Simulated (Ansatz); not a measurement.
# LiLaSO (P4/nmm):V_La, thermodynamic levels from a 64-atom cell, part 2 of 2

Charge states of V_La in LiLaSO (P4/nmm), set against the band edges. Model: a cell of 64 host atoms with 1 La taken out.

Ansatz; place-levels on PBEsol runs: charge-transition levels and formation energies with image-charge correction and potential alignment at the atomic sites.

So far: Set-up; What was run first.

## Step 3: Levels against the band edges, PBEsol

A charged cell interacts with its images and the background, and its potential has another zero than the host's. place-levels removes the first by a point-charge model, screened by the static dielectric constant since the ions have relaxed around the charge, and the second by comparing potentials at atoms far from the defect.

The host is a run of the defect-free crystal in the same cutoffs, grids and k-points, so that basis and sampling errors cancel in part in the differences. Its band edges come from a run of the primitive cell that searches the zone for them. The host is run in a cell of 16 atoms on a matching mesh. Chemical potentials are energies per atom of La (dhcp), run with the same functional and cutoff.

File levels.point.yaml:

```yaml
host:
  run: host.point.run
  levels_from: { run: edges.point.run }
states: [qm3.point.run, qm2_M1.point.run, qm1.point.run, qm1_M2.point.run, q0_M1.point.run, q0_M3.point.run, qp1.point.run, qp1_M2.point.run]
geometry_from:
  qm3.point.run: qm3.relax.run
  qm2_M1.point.run: qm2_M1.relax.run
  qm1.point.run: qm1.relax_smeared.run
  qm1_M2.point.run: qm1_M2.relax.run
  q0_M1.point.run: q0_M1.relax.run
  q0_M3.point.run: q0_M3.relax_smeared.run
  qp1.point.run: qp1.relax_smeared.run
  qp1_M2.point.run: qp1_M2.relax.run
  host.point.run: host.relax.run
chemical_potentials:
  La:
    energy: -6161.276904
    dataset: "<sha256 of the dataset>"
epsilon: [5.41, 5.41, 5.12]
static_epsilon: [20.61, 20.61, 13.45]
vertical:
  - { from: qm3.point.run, to: qm3.point_neutral.run }
  - { from: qm2_M1.point.run, to: qm2_M1.point_neutral.run }
  - { from: qm1.point.run, to: qm1.point_neutral.run }
  - { from: qm1_M2.point.run, to: qm1_M2.point_neutral.run }
  - { from: qp1.point.run, to: qp1.point_neutral.run }
  - { from: qp1_M2.point.run, to: qp1_M2.point_neutral.run }
```

Started as:

```console
ansatz place-levels levels.point.yaml -- --threads 4 --pin off --max-ram 14131MiB
```

What it wrote:

```text
[... repeated set-up lines and file paths are left out, and long positions are rounded to six places ...]
(+1/0) 0.000 eV above the valence edge (-0.228 eV without the band-filling correction), 3.068 eV under the conduction edge; not on the lower envelope
(0/-1) 0.003 eV beneath the valence edge (-0.083 eV without the band-filling correction), in the valence band; not on the lower envelope
(-1/-2) 0.101 eV above the valence edge, 2.967 eV under the conduction edge
(-2/-3) 0.252 eV above the valence edge, 2.816 eV under the conduction edge
(+1/-1) 0.001 eV beneath the valence edge (-0.155 eV without the band-filling correction), in the valence band: charges between them are lowest nowhere
formation energy of charge +1: +12.318 eV with the Fermi level at the valence edge
formation energy of charge 0: +12.318 eV with the Fermi level at the valence edge
formation energy of charge -1: +12.316 eV with the Fermi level at the valence edge
formation energy of charge -2: +12.417 eV with the Fermi level at the valence edge
formation energy of charge -3: +12.668 eV with the Fermi level at the valence edge
vertical -3 to 0: no energy, since no alignment is typed
  the change from vertical[0].from (qm3.point.run) to vertical[0].to (qm3.point_neutral.run): by its potential at epsilon [5.41, 5.41, 5.12] it stands at 0.620 0.375 0.499, with an rms radius of about 7.8 Å (5.3 5.3 2.4 Å across the planes of the cell's [...]
vertical -2 to 0: no energy, since no alignment is typed
  the change from vertical[1].from (qm2_M1.point.run) to vertical[1].to (qm2_M1.point_neutral.run): by its potential at epsilon [5.41, 5.41, 5.12] it stands at 0.603 0.353 0.502, with an rms radius of about 7.8 Å (5.2 5.2 2.5 Å across the planes of the cell's [...]
vertical -1 to 0: no energy, since no alignment is typed
  the change from vertical[2].from (qm1.point.run) to vertical[2].to (qm1.point_neutral.run): by its potential at epsilon [5.41, 5.41, 5.12] it stands at 0.596 0.340 0.503, with an rms radius of about 7.8 Å (5.2 5.2 2.5 Å across the planes of the cell's [...]
vertical -1 to 0: no energy, since no alignment is typed
  the change from vertical[3].from (qm1_M2.point.run) to vertical[3].to (qm1_M2.point_neutral.run): by its potential at epsilon [5.41, 5.41, 5.12] it stands at 0.612 0.361 0.504, with an rms radius of about 7.8 Å (5.2 5.2 2.5 Å across the planes of the cell's [...]
vertical +1 to 0: no energy, since no alignment is typed
  the change from vertical[4].from (qp1.point.run) to vertical[4].to (qp1.point_neutral.run): by its potential at epsilon [5.41, 5.41, 5.12] it stands at 0.583 0.341 0.509, with an rms radius of about 7.7 Å (5.1 5.1 2.7 Å across the planes of the cell's [...]
vertical +1 to 0: no energy, since no alignment is typed
  the change from vertical[5].from (qp1_M2.point.run) to vertical[5].to (qp1_M2.point_neutral.run): by its potential at epsilon [5.41, 5.41, 5.12] it stands at 0.654 0.402 0.541, with an rms radius of about 6.7 Å (4.0 4.0 3.6 Å across the planes of the cell's [...]
  edges by pbesol of host.levels_from (edges.point.run), its mesh sampled to repeats of 27.82 Å (the valence edge +0.136 eV and the conduction edge -0.265 eV from those of the host's own run), gap 3.068 eV; the host is sampled to repeats of 28.35 Å
  the defect's cells are sampled to repeats of 28.35 Å, like sampling
  charge +1: -118913.8414 eV with its correction of -0.551 eV, at epsilon [20.61, 20.61, 13.45], aligned at sites: -0.6622 eV, mean over 42 atomic sites at or beyond 4.32 Å from the defect at [0.6250, 0.3750, 0.1440], with +0.000000 for the charge's moments [...]
  states[6] (qp1.point.run): levels filled in part (TS 0.001 eV): its energy is of no whole electron's
  charge 0: +0.000 eV for its dipole among its images, +0.000 omitted
  states[4] (q0_M1.point.run): levels filled in part (TS 0.011 eV): its energy is of no whole electron's
  charge -1: -118899.2232 eV with its correction of +0.664 eV, at epsilon [20.61, 20.61, 13.45], aligned at sites: -0.5534 eV, mean over 42 atomic sites at or beyond 4.32 Å from the defect at [0.6250, 0.3750, 0.1440], with +0.000000 for the charge's moments [...]
  charge -2: -118891.6580 eV with its correction of +1.444 eV, at epsilon [20.61, 20.61, 13.45], aligned at sites: -0.5000 eV, mean over 42 atomic sites at or beyond 4.32 Å from the defect at [0.6250, 0.3750, 0.1440], with +0.000000 for the charge's moments [...]
  states[1] (qm2_M1.point.run): levels filled in part (TS 0.011 eV): its energy is of no whole electron's
  charge -3: -118883.9420 eV with its correction of +2.337 eV, at epsilon [20.61, 20.61, 13.45], aligned at sites: -0.4463 eV, mean over 42 atomic sites at or beyond 4.32 Å from the defect at [0.6250, 0.3750, 0.1440], with +0.000000 for the charge's moments [...]
  charge +1: states[7] (qp1_M2.point.run) stands 0.075 eV higher, with a moment of 2.00 μB against 0.00
  states[7] (qp1_M2.point.run): levels filled in part (TS 0.022 eV): its energy is of no whole electron's
  charge 0: states[5] (q0_M3.point.run) stands 0.051 eV higher, with a moment of 3.00 μB against 1.00
  states[5] (q0_M3.point.run): levels filled in part (TS 0.013 eV): its energy is of no whole electron's
  charge -1: states[2] (qm1.point.run) stands 0.010 eV higher, with a moment of 0.00 μB against 2.00
  states[2] (qm1.point.run): levels filled in part (TS 0.025 eV): its energy is of no whole electron's
  of states[6] (qp1.point.run): it parts from the run at its places by a charge that spreads by about 5.1 Å along one vector (1.9 Å or more is wide), by its potential at epsilon [5.41, 5.41, 5.12], taken for that of held ions (one typed too small widens it), [...]
  of states[4] (q0_M1.point.run): a band-filling correction moves a carrier to the host's band edge, which changes its energy by -0.080 eV; [...]
  of states[3] (qm1_M2.point.run): how wide its charge is, is not read beside other atoms or cores, and a band state would take no correction. [...]
  of states[1] (qm2_M1.point.run): how wide its charge is, is not read beside other atoms or cores, and a band state would take no correction. [...]
  of states[0] (qm3.point.run): how wide its charge is, is not read beside other atoms or cores, and a band state would take no correction. [...]
  of states[7] (qp1_M2.point.run): it parts from the run at its places by a charge that spreads by about 3.6 Å along one vector (1.5 Å or more is wide), by its potential at epsilon [5.41, 5.41, 5.12], taken for that of held ions (one typed too small widens [...]
  of states[5] (q0_M3.point.run): its alignment with the host at atomic sites is doubtful: the mean over the far sites moves by +0.0625 eV from their farther parts to their nearer, more than 0.05 eV. [...]
  of states[2] (qm1.point.run): how wide its charge is, is not read beside other atoms or cores, and a band state would take no correction. [...]
  of vertical[0].from (qm3.point.run): its displacements don't fall off away from the defect: farther atoms stand 0.027 Å off the host's places. [...]
  vertical[0].to (qm3.point_neutral.run): levels filled in part (TS 0.014 eV): its energy is of no whole electron's
  of vertical[0].to (qm3.point_neutral.run): its displacements don't fall off away from the defect: farther atoms stand 0.027 Å off the host's places. [...]
  vertical[1].from (qm2_M1.point.run): levels filled in part (TS 0.011 eV): its energy is of no whole electron's
  of vertical[1].from (qm2_M1.point.run): its displacements don't fall off away from the defect: farther atoms stand 0.028 Å off the host's places. [...]
  vertical[1].to (qm2_M1.point_neutral.run): levels filled in part (TS 0.013 eV): its energy is of no whole electron's
  of vertical[1].to (qm2_M1.point_neutral.run): its displacements don't fall off away from the defect: farther atoms stand 0.028 Å off the host's places. [...]
  vertical[2].from (qm1.point.run): levels filled in part (TS 0.025 eV): its energy is of no whole electron's
  of vertical[2].from (qm1.point.run): its displacements don't fall off away from the defect: farther atoms stand 0.027 Å off the host's places. [...]
  vertical[2].to (qm1.point_neutral.run): levels filled in part (TS 0.013 eV): its energy is of no whole electron's
  of vertical[2].to (qm1.point_neutral.run): its displacements don't fall off away from the defect: farther atoms stand 0.027 Å off the host's places. [...]
  of vertical[3].from (qm1_M2.point.run): its displacements don't fall off away from the defect: farther atoms stand 0.027 Å off the host's places. [...]
  vertical[3].to (qm1_M2.point_neutral.run): levels filled in part (TS 0.013 eV): its energy is of no whole electron's
  of vertical[3].to (qm1_M2.point_neutral.run): its displacements don't fall off away from the defect: farther atoms stand 0.027 Å off the host's places. [...]
  vertical[4].from (qp1.point.run): levels filled in part (TS 0.001 eV): its energy is of no whole electron's
  of vertical[4].from (qp1.point.run): its displacements don't fall off away from the defect: farther atoms stand 0.028 Å off the host's places. [...]
  vertical[4].to (qp1.point_neutral.run): levels filled in part (TS 0.011 eV): its energy is of no whole electron's
  of vertical[4].to (qp1.point_neutral.run): its displacements don't fall off away from the defect: farther atoms stand 0.028 Å off the host's places. [...]
  vertical[5].from (qp1_M2.point.run): levels filled in part (TS 0.022 eV): its energy is of no whole electron's
  of vertical[5].from (qp1_M2.point.run): its displacements don't fall off away from the defect: farther atoms stand 0.027 Å off the host's places. [...]
  vertical[5].to (qp1_M2.point_neutral.run): levels filled in part (TS 0.012 eV): its energy is of no whole electron's
  of vertical[5].to (qp1_M2.point_neutral.run): its displacements don't fall off away from the defect: farther atoms stand 0.027 Å off the host's places. [...]
```

Wall time 0.78 s (4 threads of Arm Neoverse V2, shared host).

Levels between the charges placed, in eV above the valence top:

```tsv
	gap (eV)	(+1/0)	(0/−1)	(−1/−2)	(−2/−3)
PBEsol	3.07	0.00	0.00	0.10	0.25
```

Corrections by state:

```tsv
charge	moment (μB)	image terms and alignment (eV)	band filling (eV)	ε used	over the lowest of its charge, as the program ranks them, band filling apart (eV)
+1	0.0	-0.551	-0.308	principal values (13.45, 20.61, 20.61)	0.000
0	1.0	0.000	-0.080	-	0.000
−1	2.0	0.664	-	principal values (13.45, 20.61, 20.61)	0.000
−2	1.0	1.444	-	principal values (13.45, 20.61, 20.61)	0.000
−3	0.0	2.337	-	principal values (13.45, 20.61, 20.61)	0.000
+1	2.0	-0.541	-	principal values (13.45, 20.61, 20.61)	0.075
0	3.0	0.000	-	-	0.051
−1	0.0	0.664	-	principal values (13.45, 20.61, 20.61)	0.010
```

The charged structures listed were also run neutral, and place-levels reads from each pair, by the potential or the spins, how wide the charge is by which they differ; that can be the carrier of either run.

```tsv
charge	rms radius (Å)	spread where it is widest against the cell (Å)	wide from (Å)	reading
+1	7.7	5.12	1.95	wide
−1	7.8	5.20	1.95	wide
−2	7.8	5.21	1.95	wide
−3	7.8	5.28	1.95	wide
```

The neutral runs of these pairs need not share the spin of the lowest neutral state, and very wide values only mean spread over the cell.

From the program's caveats on the states, each cut to its opening words:

- charge +1: it parts from the run at its places by a charge that spreads by about 5.1 Å along one vector (1.9 Å or more is wide), by its potential at epsilon [5.41, 5.41, [...]
- charge +1: a band-filling correction moves a carrier to the host's band edge, which changes its energy by -0.308 eV
- charge +1: its alignment with the host at atomic sites is doubtful: the mean over the far sites moves by +0.0819 eV from their farther parts to their nearer, more than [...]
- charge +1: the host's ions (past the first shell or, of a walk that freed a part, those that it held) aren't shown at rest: they stand up to 0.159 Å off their sites, 2.27 [...]
- charge +1: its sublattices stand up to 0.0445 Å off the host's, which by the two runs' forces adds about +0.02 eV to its energy against the host's, and moves the band [...]
- charge +1, 0 (1 μB), −2 (1 μB): its displacements don't fall off away from the defect: farther atoms stand 0.028 Å off the host's places
- charge 0 (1 μB): a band-filling correction moves a carrier to the host's band edge, which changes its energy by -0.080 eV
- charge 0 (1 μB): its alignment with the host at atomic sites is doubtful: the mean over the far sites moves by +0.0664 eV from their farther parts to their nearer, more than [...]
- charge 0 (1 μB): its sublattices stand up to 0.0456 Å off the host's, which by the two runs' forces adds about +0.01 eV to its energy against the host's, and moves the band [...]
- charge −1 (2 μB), −2 (1 μB), −3, −1: how wide its charge is, is not read beside other atoms or cores, and a band state would take no correction
- charge −1 (2 μB), −3, +1 (2 μB), −1: its displacements don't fall off away from the defect: farther atoms stand 0.027 Å off the host's places
- charge +1 (2 μB): it parts from the run at its places by a charge that spreads by about 3.6 Å along one vector (1.5 Å or more is wide), by its potential at epsilon [5.41, 5.41, [...]
- charge +1 (2 μB): its alignment with the host at atomic sites is doubtful: the mean over the far sites moves by +0.0730 eV from their farther parts to their nearer, more than [...]
- charge +1 (2 μB): its sublattices stand up to 0.0380 Å off the host's, which by the two runs' forces adds about +0.01 eV to its energy against the host's, and moves the band [...]

Chemical potentials of the elements' reference phases, run alike. Formation energies (elemental references), with the Fermi level at the valence top and at the conduction bottom (gap 3.07 eV):

```tsv
charge	at valence top (eV)	at conduction bottom (eV)	correction included (eV)
+1	12.32	15.39	-0.86
0	12.32	12.32	-0.08
−1	12.32	9.25	0.66
−2	12.42	6.28	1.44
−3	12.67	3.47	2.34
```

| Fermi level (eV) | lowest formation energy (eV) |
| --- | --- |
| 0.00 | 12.32 |
| 0.28 | 11.83 |
| 0.56 | 11.00 |
| 0.84 | 10.16 |
| 1.11 | 9.32 |
| 1.39 | 8.49 |
| 1.67 | 7.65 |
| 1.95 | 6.81 |
| 2.23 | 5.97 |
| 2.51 | 5.14 |
| 2.79 | 4.30 |
| 3.07 | 3.47 |

## Step 4: A changed set-up

In this try the input is made faulty on purpose, to show what that does.

A choice is tested by changing it alone.

levels.try0.yaml is levels.point.yaml with these lines changed:

```diff
-static_epsilon: [20.61, 20.61, 13.45]
+static_epsilon: [5.41, 5.41, 5.12]
```

Started as:

```console
ansatz place-levels levels.try0.yaml -- --threads 4 --pin off --max-ram 14131MiB
```

What it wrote:

```text
[...]
(0/-1) 0.080 eV above the valence edge, 2.987 eV under the conduction edge
(-1/-2) 0.587 eV above the valence edge, 2.480 eV under the conduction edge
(-2/-3) 1.070 eV above the valence edge, 1.997 eV under the conduction edge
formation energy of charge +1: +12.403 eV with the Fermi level at the valence edge
formation energy of charge 0: +12.399 eV with the Fermi level at the valence edge
formation energy of charge -1: +12.479 eV with the Fermi level at the valence edge
formation energy of charge -2: +13.066 eV with the Fermi level at the valence edge
formation energy of charge -3: +14.137 eV with the Fermi level at the valence edge
vertical -3 to 0: no energy, since no alignment is typed
vertical -2 to 0: no energy, since no alignment is typed
vertical -1 to 0: no energy, since no alignment is typed
vertical -1 to 0: no energy, since no alignment is typed
vertical +1 to 0: no energy, since no alignment is typed
vertical +1 to 0: no energy, since no alignment is typed
[...]
[... the lines on each state left out ...]
```

The change: the electronic dielectric constant for relaxed ions.

Levels in eV above the valence top; the changed ones are not the defect's:

```tsv
	gap (eV)	(+1/0)	(0/−1)	(−1/−2)	(−2/−3)
changed	3.07	0.00	0.08	0.59	1.07
as set up	3.07	0.00	0.00	0.10	0.25
```

The largest shift is 0.82 eV, band-filling terms included.

## Step 5: Another choice

In this try the input is made faulty on purpose, to show what that does.

Another version of the file is tried.

levels.try1.yaml is levels.point.yaml with these lines changed:

```diff
+defect_position:
+  qm3.point.run: [0.745, 0.495, 0.264]
+  qm2_M1.point.run: [0.125, 0.875, 0.644]
+  qm1.point.run: [0.875, 0.625, 0.394]
+  qm1_M2.point.run: [0.125, 0.875, 0.644]
+  qp1.point.run: [0.125, 0.875, 0.644]
+  qp1_M2.point.run: [0.125, 0.875, 0.644]
```

Started as:

```console
ansatz place-levels levels.try1.yaml -- --threads 4 --pin off --max-ram 14131MiB
```

What it wrote:

```text
Error: states: the alignment at the far atoms does not stand for every charged run (states[1] (qm2_M1.point.run): no potential alignment: what the cell's atoms and the host's sites leave over but for strayed atoms and the sites that these left (strays [...]
```

The change: the charge placed away from the defect.

The command refused this file.

## Step 6: What came out

| Property | Result |
| --- | --- |
| gap of the host | 3.07 eV (PBEsol) |
| level (plus 1/0) | 0.00 eV above the valence top, not a change between lowest states (-0.23 eV above the valence top without the band-filling term) |
| level (0/minus 1) | 0.00 eV below the valence top, not a change between lowest states (-0.08 eV above the valence top without the band-filling term) |
| level (minus 1/minus 2) | 0.10 eV above the valence top |
| level (minus 2/minus 3) | 0.25 eV above the valence top |
| lowest of the charges placed, just above the valence top (0.02 eV) | −1 |
| lowest of the charges placed, just below the conduction bottom (0.02 eV) | −3 |
| lowest formation energy at mid-gap of the charges run, elemental references | 8.07 eV |

**Reading.** Of the charges placed (−3, −2, −1, 0 and +1), the lowest changes at 0.10 eV (−1/−2) and 0.25 eV (−2/−3) above the valence top, in a gap of 3.07 eV. (−1/−2) and (−2/−3) lie nearer to a band edge than the share of the finite-size correction in them (0.78 and 0.89 eV), and that correction holds for a localised charge alone. (−1/−2) lies 0.10 eV from a band edge, less than the doubt on such levels. Charges below −3 were not placed, so these runs say nothing of levels that involve them. States placed: +1 at 0 μB and 2 μB; 0 at 1 μB and 3 μB; −1 at 2 μB and 0 μB; −2 at 1 μB; −3 at 0 μB. Other spin states or structures, where not listed, weren't placed. The program finds carriers beyond a band edge of the host and adds a band-filling term at charge 0 (-0.08 eV) and +1 (-0.31 eV); steps to such a charge show no bound level, and a defect level inside a band would be read the same way. Corrections reach 2.3 eV, so the cell is small for these charges and their levels are rough. The program doubts the alignment of potentials for at least one state, a sign that the cell is small. Limits: the images are only 8.6 Å apart; PBEsol makes the gap too small and tends to spread out bound carriers; where a gas molecule sets a chemical potential or the host's formation energy, its binding is uncorrected; spin–orbit coupling, which can matter with heavy atoms, is left out; force components of up to 0.11 eV/Å remain in a run at the final settings.

[Logs are printed without paths, hosts, clocks, repeated set-up lines and the standing remarks that a program may print on its own settings, such as how far it seeks lower states.]

[Hosts, paths, dates, database ids (printed as entryN), source tags and the programs' standing remarks are cut or masked in the printed files.]

[Where a table of states has a column of steps, it counts the stored structures, which are thinned; the runs took as many ionic steps or more.]

[A defect's name tells the site on which it was built; relaxed atoms can leave that site.]

[For some hosts the program warned that the k-mesh of the response run may be too coarse for force constants and the static dielectric constant; such warnings are not shown here.]
